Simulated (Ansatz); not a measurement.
## How LiY (hypothetical, Pm-3m) expands on warming

Aim: the lattice, expansion, heat capacity and bulk modulus of LiY (hypothetical) as it warms. The compound is hypothetical: it was made by swapping elements on a known structure type.

Calculated with Ansatz 0.2.0; DFT PBEsol, scalar-relativistic, plane waves, PAW.

## (1) The structure

It takes space group Pm-3m (No. 221, cubic). Conventional cell: a = 3.521 Å, b = 3.521 Å, c = 3.521 Å, α = 90.00°, β = 90.00°, γ = 90.00°. Y has 8 Li at 3.05 Å nearest. Nearest to Li lie 8 Y at 3.05 Å. Farther neighbours are not listed.

## (2) A first coarse run

Before spending time, one coarse run tells the gap and the pressure of the starting cell.

input.yaml

```yaml
crystal:
  lattice:
    - [3.5208, 0.0, 0.0]
    - [0.0, 3.5208, 0.0]
    - [0.0, 0.0, 3.5208]
  atoms:
    - { symbol: "Y", position: [0.5, 0.5, 0.5] }
    - { symbol: Li, position: [0.0, 0.0, 0.0] }
kpoints:
  mp_grid: { grid: [6, 6, 6] }
hamiltonian:
  xc: pbesol
scf:
  occupations: { method: gaussian, width: 0.1 }
output:
  forces: true
  stress: true
  eigenvalues: true
```

On the command line:

```sh
$ ansatz run input.yaml --threads 4 --pin off --max-ram 8192MiB --backend cpu --events-out ev --progress --plain --runs-dir out
```

Numbers of over 12 decimals in the logs are rounded to 6 here.

Log:

```text
Engine: ansatz 0.2.0, aarch64-unknown-linux-gnu
Pseudopotentials: kind: paw
Pseudopotential: Y, paw, valence charge 11, recommended cutoff 420 eV (normal), Y.paw.azcp
Pseudopotential: Li, paw, valence charge 3, recommended cutoff 420 eV (normal), Li.paw.azcp
Functional definition: PBEsol
  exchange = pbesol_x
  correlation = pbesol_c
Crystal: 2 atoms, lattice volume = 43.644 Å³
Basis set: ecut = 420 eV, 847 PW (Γ), exchange–correlation on 48×48×48 points (8 copies of the dense FFT grid, shifted against one another)
Bands: 11, of which v1, the nominal top of the filled ones, is band 7 counted from 1 (6 counted from 0)
Symmetry: 48 space group operations
Space group: Pm-3m (ITA 221), of the structure as read, at distance tolerance 3.5e-5 Å
k-points: 20 of 216
Non-local potential: Y, projectors of the file, l = 0: 3, l = 1: 2, l = 2: 2, l = 3: 1
Non-local potential: Li, projectors of the file, l = 0: 3, l = 1: 2, l = 2: 1
PAW form: soft (Blöchl's): semilocal exchange-correlation on the pseudo side does not see the compensation charge
PAW frozen core: Y, regenerated for the run's functional, and the local potential with it (the file was generated under x = pbe(κ = 0.804, μ = 0.219515), c = pbe(β = 0.066725))
PAW one-centre angular grid: Y, 590 points (default); XC on 64 Gauss nodes
PAW one-centre angular grid: Li, 110 points (default); XC on 64 Gauss nodes
Initial density: superposition of atomic densities (neutral atoms: chi_scale 0, normalization atom), corrected by the library's trained network
Initial wavefunctions: pseudopotential atomic-orbital guess
Functional: x = pbesol(κ = 0.804, μ = 0.123457), c = pbesol(β = 0.046)
SCF iter   1: F=—  HF=-3997.672026 eV  |F-HF|=—  |Δ(HF+E_count)|=         —  Δρ=2.79e-3  dr2=2.26e-3  ethr=1.77e-3  ⟨swp⟩=4.8  Hψ=1154  notcnv=0
preconditioner: auto → none  [metal: Δε(μ)=0.079 eV  Ē_g=3.436 eV  σ=0.100 eV  W_gap=0.42  n_scr=6 (ndim 8)  ℏωp=11.2 eV  f_vac=0.000  D(μ)=2.28/eV (n_scr^D=18)  sad-step TF]
SCF iter   2: F=—  HF=-3997.671470 eV  |F-HF|=—  |Δ(HF+E_count)|=   5.56e-4  Δρ=1.61e-3  dr2=8.71e-4  ethr=1.61e-5  ⟨swp⟩=2.5  Hψ=506  notcnv=0
SCF iter   3: F=—  HF=-3997.671282 eV  |F-HF|=—  |Δ(HF+E_count)|=   1.89e-4  Δρ=3.16e-4  dr2=7.30e-5  ethr=6.22e-6  ⟨swp⟩=2.0  Hψ=357  notcnv=0
SCF iter   4: F=—  HF=-3997.671258 eV  |F-HF|=—  |Δ(HF+E_count)|=   2.40e-5  Δρ=7.78e-5  dr2=4.09e-6  ethr=5.22e-7  ⟨swp⟩=2.0  Hψ=328  notcnv=0
SCF iter   5: F=—  HF=-3997.671257 eV  |F-HF|=—  |Δ(HF+E_count)|=   9.43e-7  Δρ=2.41e-5  dr2=3.09e-7  ethr=2.92e-8  ⟨swp⟩=1.9  Hψ=251  notcnv=0
SCF iter   6: F=-3997.671257 eV  HF=-3997.671257 eV  |F-HF|=1.33e-8  |Δ(HF+E_count)|=   9.30e-8  Δρ=6.85e-6  dr2=1.86e-8  ethr=7.14e-10  ⟨swp⟩=4.0  Hψ=637  notcnv=0
SCF 1 converged in 6 iterations: F = -3997.671257 eV  dr2 = 1.86e-8
  greatest PAW one-centre occupation: 1.000 electrons in one spin orbital (limit 2), on the Li atom at site 1 (counted from 0), in its partial waves of l = 0
SCF converged after 6 iterations
Free energy (F): -3997.671257 eV
Harris-Foulkes:  -3997.671257 eV  (|F-HF|=1.33e-8)
Internal energy: -3997.659991 eV  (E = F + TS)
E sigma→0 (E₀):  -3997.665624 eV
Entropy (-TS):   -0.011266 eV (-5.633 meV/atom)
Fermi energy:    7.751955 eV
--- Per-component energies (eV) ---
  E_band       = -205.513742
  E_kinetic    = 328.622558
  E_local      = -739.985485  (includes V_loc(G=0)·N_el)
  E_nonlocal   = 19.003233
  E_hartree    = 232.553020
  E_xc         = -182.330177
  E_vxc        = -211.942876  (∫ρ·V_xc dr)
  E_paw        = -2793.164647  (= ΣΔE_a)
  E_vpaw       = -66.313806  (= ΣTr[D̂ρ^β])
  E_aug_tail   = 0.000020  (compensation charges beyond the density's cutoff)
  E_ewald      = -862.507285
  E_core_change = 0.148773  (= ΣΔE_core)
  E_smearing   = -0.011266  (= −TS)
  E_closure    = 0.000000  (closes the sum)
  Σ components = -3997.671257   (vs F -3997.671257, Δ=0.00e0)
--- Forces (eV/Å), atoms counted from 1 ---
  atom   1  Y      0.00000000    -0.00000000     0.00000000
  atom   2  Li    -0.00000000     0.00000000     0.00000000
  max |Σ_I F_I| component: 2.93e-29 eV/Å
--- Stress (GPa, compression-positive) ---
        5.422064       0.000000       0.000000
        0.000000       5.422064       0.000000
        0.000000       0.000000       5.422064
  P = ⅓ Tr σ = 5.4221 GPa (54.221 kbar)
--- Band table (eV; the first three rows and the last of 20) ---
  k-point 0: bands = [... 3 lower, -14.6082, -14.6082, 3.3185, 7.5682, 7.5682, 12.2323, 12.2323, 12.2323]
  k-point 1: bands = [... 3 lower, -14.5996, -14.5996, 3.6875, 7.6829, 7.7237, 11.1929, 11.1929, 12.2931]
  k-point 2: bands = [... 3 lower, -14.5823, -14.5823, 4.5441, 7.5941, 8.0772, 10.1444, 10.1444, 12.4198]
  k-point 19: bands = [... 3 lower, -14.8850, -14.8850, 6.6227, 6.6227, 6.6227, 13.1656, 13.1656, 13.1656]
```

It took 0.31 s on 4 threads of Arm Neoverse V2, shared host; peak memory 0.28 GiB; 0.7 s of CPU time.

This step gave:

| Item | Value |
| --- | --- |
| pressure | 5.422 GPa |
| volume per atom | 21.82 Å³ |
| gap on the k-mesh | 0 eV |

The start is under 5.4 GPa at this level and looks like a metal on this mesh.

## (3) Relaxation

The vibrations must be taken about the equilibrium of this functional, not about the starting cell, so the structure is relaxed.

input.yaml, the sections that differ from step 2:

```yaml
kpoints:
  mp_grid: { grid: [12, 12, 12] }
relax:
  adjacent_minimum: "off"
  f_tol: 0.005
  max_steps: 80
  cell: { stress_tol: 0.05 }
# crystal, hamiltonian, scf, output: as in step 2
```

Log:

```text
[...]
Crystal: 2 atoms, lattice volume = 43.644 Å³
Basis set: ecut = 420 eV, 847 PW (Γ), exchange–correlation on 48×48×48 points (8 copies of the dense FFT grid, shifted against one another)
Bands: 11, of which v1, the nominal top of the filled ones, is band 7 counted from 1 (6 counted from 0)
Symmetry: 48 space group operations
[...]
k-points: 84 of 1728
[...]
SCF iter   1: F=—  HF=-3997.676886 eV  |F-HF|=—  |Δ(HF+E_count)|=         —  Δρ=2.75e-3  dr2=2.15e-3  ethr=1.77e-3  ⟨swp⟩=4.8  Hψ=4844  notcnv=0
[...]
SCF iter   6: F=-3997.676003 eV  HF=-3997.676003 eV  |F-HF|=1.08e-8  |Δ(HF+E_count)|=   9.47e-8  Δρ=5.83e-6  dr2=1.47e-8  ethr=7.14e-10  ⟨swp⟩=4.0  Hψ=2598  notcnv=0
SCF 1 converged in 6 iterations: F = -3997.676003 eV  dr2 = 1.47e-8
[...]
relax step   1: F+E_penalty+E_count = -3997.67600320 eV  Δ(F+E_penalty+E_count) = +0.000e0 eV  max|allowed force component| = 1.220e-29 eV/Å  Δτ_max = 0.0000 Å  P = +5.442 GPa  Ω = 43.644 Å³  (6 SCF iters, dr2 threshold 1.00e-7 eV, accepted)
Crystal: 2 atoms, lattice volume = 50.343 Å³
Basis set: ecut = 420 eV, 1021 PW (Γ), exchange–correlation on 48×48×48 points (8 copies of the dense FFT grid, shifted against one another)
[...]
iter 1 solved again at ethr=2.23e-5 eV; its pass at ethr=3.10e-3 eV (dr2=3.12e-3 eV) is discarded
[...]
SCF iter   5: F=-3997.772122 eV  HF=-3997.772122 eV  |F-HF|=3.21e-10  |Δ(HF+E_count)|=   1.85e-8  Δρ=1.01e-6  dr2=3.76e-10  ethr=2.91e-10  ⟨swp⟩=2.0  Hψ=3158  notcnv=0
SCF 2 converged in 5 iterations: F = -3997.772122 eV  dr2 = 3.76e-10
relax step   2: F+E_penalty+E_count = -3997.77212250 eV  Δ(F+E_penalty+E_count) = -9.612e-2 eV  max|allowed force component| = 1.590e-30 eV/Å  Δτ_max = 0.0000 Å  P = -0.279 GPa  Ω = 50.343 Å³  energy of the carried Pulay correction = -1.540e-4 eV  (5 SCF iters, dr2 threshold 2.00e-7 eV, accepted)
Crystal: 2 atoms, lattice volume = 49.970 Å³
Basis set: ecut = 420 eV, 949 PW (Γ), exchange–correlation on 48×48×48 points (8 copies of the dense FFT grid, shifted against one another)
[...]
SCF iter   3: F=-3997.772504 eV  HF=-3997.772504 eV  |F-HF|=5.53e-9  |Δ(HF+E_count)|=   6.69e-9  Δρ=1.68e-5  dr2=1.29e-7  ethr=1.39e-9  ⟨swp⟩=4.6  Hψ=3438  notcnv=0
SCF 3 converged in 3 iterations: F = -3997.772504 eV  dr2 = 1.29e-7
relax step   3: F+E_penalty+E_count = -3997.77250389 eV  Δ(F+E_penalty+E_count) = -3.814e-4 eV  max|allowed force component| = 1.592e-30 eV/Å  Δτ_max = 0.0000 Å  P = -0.041 GPa  Ω = 49.970 Å³  energy of the carried Pulay correction = -1.464e-4 eV  (3 SCF iters, dr2 threshold 1.94e-7 eV, accepted)
Basis set: ecut = 420 eV, 949 PW (Γ), exchange–correlation on 50×50×50 points (8 copies of the dense FFT grid, shifted against one another)
[...]
SCF iter   5: F=-3997.772607 eV  HF=-3997.772607 eV  |F-HF|=1.82e-12  |Δ(HF+E_count)|=  4.82e-11  Δρ=1.32e-7  dr2=7.38e-12  ethr=1.00e-12  ⟨swp⟩=3.8  Hψ=3622  notcnv=0
SCF 4 converged in 5 iterations: F = -3997.772607 eV  dr2 = 7.38e-12
relax step   4: F+E_penalty+E_count = -3997.77260723 eV  Δ(F+E_penalty+E_count) = -1.033e-4 eV  max|allowed force component| = 3.133e-30 eV/Å  Δτ_max = 0.0000 Å  P = -0.043 GPa  Ω = 49.970 Å³  stress off target by 4.26e-2 GPa  SCF on the basis re-selected at this cell (its energy is not comparable with the rows above)  (5 SCF iters)
basis re-selected at this cell: Δ(F+E_penalty+E_count) = -1.033e-4 eV, ΔP = -0.002 GPa vs the last step (what re-selecting the basis moved, of the pressure what is left beyond the Pulay correction that the steps carried, after the strain that the cell walked since its last selection, with what the two solves' SCF thresholds leave and, on support functions, any second-order correction that the steps lacked; it is no measure of the basis error at this ecutwfc). The dense FFT grid was sized anew with the basis: this SCF ran on 25×25×25 points, the steps before it on 24×24×24, so part of this shift can come from that change (see relax.cell in the input reference). [rest of the remark cut]
SCF converged after 5 iterations
Free energy (F): -3997.772607 eV
[...]
Internal energy: -3997.759770 eV  (E = F + TS)
E sigma→0 (E₀):  -3997.766189 eV
Entropy (-TS):   -0.012837 eV (-6.418 meV/atom)
Fermi energy:    6.534945 eV
[...]
--- Stress (GPa, compression-positive) ---
       -0.042594       0.000000       0.000000
        0.000000      -0.042594      -0.000000
        0.000000      -0.000000      -0.042594
  P = ⅓ Tr σ = -0.0426 GPa (-0.426 kbar)
--- Band table (eV; the first three rows and the last of 84) ---
  k-point 0: bands = [... 3 lower, -16.2526, -16.2526, 2.2377, 6.4383, 6.4383, 10.3913, 10.3913, 10.3913]
  k-point 1: bands = [... 3 lower, -16.2512, -16.2512, 2.3242, 6.4594, 6.4731, 10.0927, 10.0927, 10.4044]
  k-point 2: bands = [... 3 lower, -16.2474, -16.2474, 2.5719, 6.4902, 6.5717, 9.5581, 9.5581, 10.4407]
  k-point 83: bands = [... 3 lower, -16.4303, -16.4303, 5.6343, 5.6343, 5.6343, 11.0939, 11.0939, 11.0939]
--- Relaxed structure (3 steps of the walk, 3 accepted, 1 SCFs on fresh bases) ---
  F+E_penalty+E_count = -3997.77260723 eV   max|allowed force component| = 3.133e-30 eV/Å   (the final SCF, on the basis selected at the relaxed cell)
  cell:  # Å, volume = 49.9699 Å³
    - [3.683292, 0, 0]
    - [0, 3.683292, 0]
    - [0, 0, 3.683292]
  atoms:
    - { symbol: Y, position: [0.5, 0.5, 0.5] }
    - { symbol: Li, position: [0, 0, 0] }
```

The job ended after 2.3 s (4 threads; peak memory 0.36 GiB).

Relaxation path:

| step | energy less that of the first step (eV) | largest force component (eV/Å) | pressure (GPa) | volume (Å³) |
| --- | --- | --- | --- | --- |
| 1 | 0.0000 | 0.0000 | 5.44 | 43.64 |
| 2 | -0.0961 | 0.0000 | -0.28 | 50.34 |
| 3 | -0.0965 | 0.0000 | -0.04 | 49.97 |
| 4* | -0.0966 | 0.0000 | -0.04 | 49.97 |

Relaxation steps marked * repeat the geometry before them on a plane-wave basis chosen anew for their cell, so energy and pressure can jump there.

The run keeps the 48 symmetry operations that it works with, so distortions that break them were not tested.

| conventional cell, symmetrised | before | after | change |
| --- | --- | --- | --- |
| a (Å) | 3.521 | 3.683 | +4.6 % |
| b (Å) | 3.521 | 3.683 | +4.6 % |
| c (Å) | 3.521 | 3.683 | +4.6 % |
| volume (Å³/atom) | 21.82 | 24.98 | +14.5 % |

Final coordinates:

```
Y Li
1.0
     3.68329    0.00000    0.00000
     0.00000    3.68329    0.00000
     0.00000    0.00000    3.68329
Y Li
1 1
Direct
  0.50000 0.50000 0.50000
  0.00000 0.00000 0.00000
```

This step gave:

- pressure: -0.04259 GPa
- volume per atom: 24.98 Å³

The relaxation ends with a pressure of -0.04 GPa.

## (4) A second relaxation

The relaxation is run once more from where the first one ended, as the script does after a large change of volume or of the gap, with mesh and occupations reviewed.

input.yaml: that of step 3 with these lines changed.

```diff
@@ -2,5 +2,5 @@
   lattice:
-    - [3.5208, 0.0, 0.0]
-    - [0.0, 3.5208, 0.0]
-    - [0.0, 0.0, 3.5208]
+    - [3.6832924112, 0.0, 0.0]
+    - [0.0, 3.6832924112, 0.0]
+    - [0.0, 0.0, 3.6832924112]
   atoms:
```

Log:

```text
[...]
Crystal: 2 atoms, lattice volume = 49.970 Å³
Basis set: ecut = 420 eV, 949 PW (Γ), exchange–correlation on 50×50×50 points (8 copies of the dense FFT grid, shifted against one another)
Bands: 11, of which v1, the nominal top of the filled ones, is band 7 counted from 1 (6 counted from 0)
Symmetry: 48 space group operations
[...]
k-points: 84 of 1728
[...]
k-point 83: bands = [... 3 lower, -16.4303, -16.4303, 5.6343, 5.6343, 5.6343, 11.0939, 11.0939, 11.0939]
--- Relaxed structure (1 steps of the walk, 1 accepted, 1 SCFs on fresh bases) ---
[...]
cell:  # Å, volume = 49.9699 Å³
    - [3.6832924112, 0.0, 0.0]
    - [0.0, 3.6832924112, 0.0]
    - [0.0, 0.0, 3.6832924112]
  atoms:
    - { symbol: Y, position: [0.500000, 0.500000, 0.500000] }
    - { symbol: Li, position: [0.0, 0.0, 0.0] }
[key lines of the parts left out:]
SCF converged after 4 iterations
Free energy (F): -3997.772607 eV
Fermi energy:    6.534946 eV
P = ⅓ Tr σ = -0.0426 GPa (-0.426 kbar)
```

Elapsed: 1.5 s, on 4 threads; peak memory 0.36 GiB.

Little changed from the start: no atom moved by 0.005 Å and no cell edge by 0.1 %.

## (5) Tight relaxation

The thresholds are tightened for a last relaxation ahead of the phonons, and where mesh or smearing change with them the cell follows.

input.yaml, the sections that differ from step 4:

```yaml
scf:
  occupations: { method: methfessel_paxton, width: 0.2 }
relax:
  adjacent_minimum: "off"
  f_tol: 0.001
  max_steps: 60
  cell: { stress_tol: 0.01 }
# crystal, kpoints, hamiltonian, output: as in step 4
```

Log:

```text
[...]
Crystal: 2 atoms, lattice volume = 49.970 Å³
Basis set: ecut = 420 eV, 949 PW (Γ), exchange–correlation on 50×50×50 points (8 copies of the dense FFT grid, shifted against one another)
Bands: 11, of which v1, the nominal top of the filled ones, is band 7 counted from 1 (6 counted from 0)
Symmetry: 48 space group operations
[...]
k-points: 84 of 1728
[...]
k-point 83: bands = [... 3 lower, -16.4171, -16.4171, 5.6435, 5.6435, 5.6435, 11.1130, 11.1130, 11.1130]
--- Relaxed structure (2 steps of the walk, 2 accepted, 1 SCFs on fresh bases) ---
[...]
cell:  # Å, volume = 49.9012 Å³
    - [3.681603, 0, 0.0]
    - [0, 3.681603, 0]
    - [0.0, 0, 3.681603]
  atoms:
    - { symbol: Y, position: [0.5, 0.5, 0.5] }
    - { symbol: Li, position: [0, 0, 0] }
[key lines of the parts left out:]
SCF converged after 4 iterations
Free energy (F): -3997.766360 eV
Fermi energy:    6.546418 eV
P = ⅓ Tr σ = 0.0075 GPa (0.075 kbar)
```

Run time: 2 s. Hardware: 4 threads; peak memory 0.37 GiB.

Little changed from the start: no atom moved by 0.005 Å and no cell edge by 0.1 %.

Numbers from this step:

```
pressure        : 0.007475 GPa
volume per atom : 24.95 Å³
```

The residual pressure is 0.0075 GPa, small enough for phonons.

## (6) An input with a fault

This input was changed on purpose, to see how the program answers.

input.yaml

```yaml
crystal:
  lattice:
    - [3.6816033976, 0.0, 0.0]
    - [0.0, 3.6816033976, 0.0]
    - [0.0, 0.0, 3.6816033976]
  atoms:
    - { symbol: "Y", position: [0.5, 0.5, 0.5] }
    - { symbol: Li, position: [0.0, 0.0, 0.0] }
kpoints:
  mp_grid: { grid: [12, 12, 12] }
hamiltonian:
  xc: pbesol
scf:
  occupations: { method: methfessel_paxton, width: 0.2 }
  max_iter: 100
output:
  eigenvalues: true
phonons:
  method: dfpt
  qmesh: [4, 4, 4]
  amplitude: 0.01
  thermal_expansion: {}
```

Log:

```text
Error: invalid value for `phonons.amplitude`: set with method: dfpt — a finite-displacement knob (the displacement step); dfpt computes the analytic response in the run's own cell, with no displaced geometries; remove amplitude or use method: fd, without the keys that are dfpt's alone (method's entry in the input reference names them)
```

It took 0.02 s on 4 threads; peak memory 0.031 GiB.

The input was rejected at the start.

The program's message: “Error: invalid value for `phonons.amplitude`: set with method: dfpt — a finite-displacement knob (the displacement step); dfpt computes the analytic response in the run's own cell, with no displaced g …”

The fault put into the input: a displacement amplitude under linear response.

[end of part 1 of 3]

[Logs are printed without paths, hosts, clocks, repeated set-up lines and the standing remarks that a program may print on its own settings, such as how far it seeks lower states.]

[Hosts, paths, dates, database ids (printed as entryN), source tags and the programs' standing remarks are cut or masked in the printed files.]

[A step with changed settings may run another functional than the one named; its input shows which.]

[Pressures of single members of a volume series are the stress at the run's cutoff; with an incomplete basis they can lie off −dE/dV of the same runs, and they are not shown converged.]
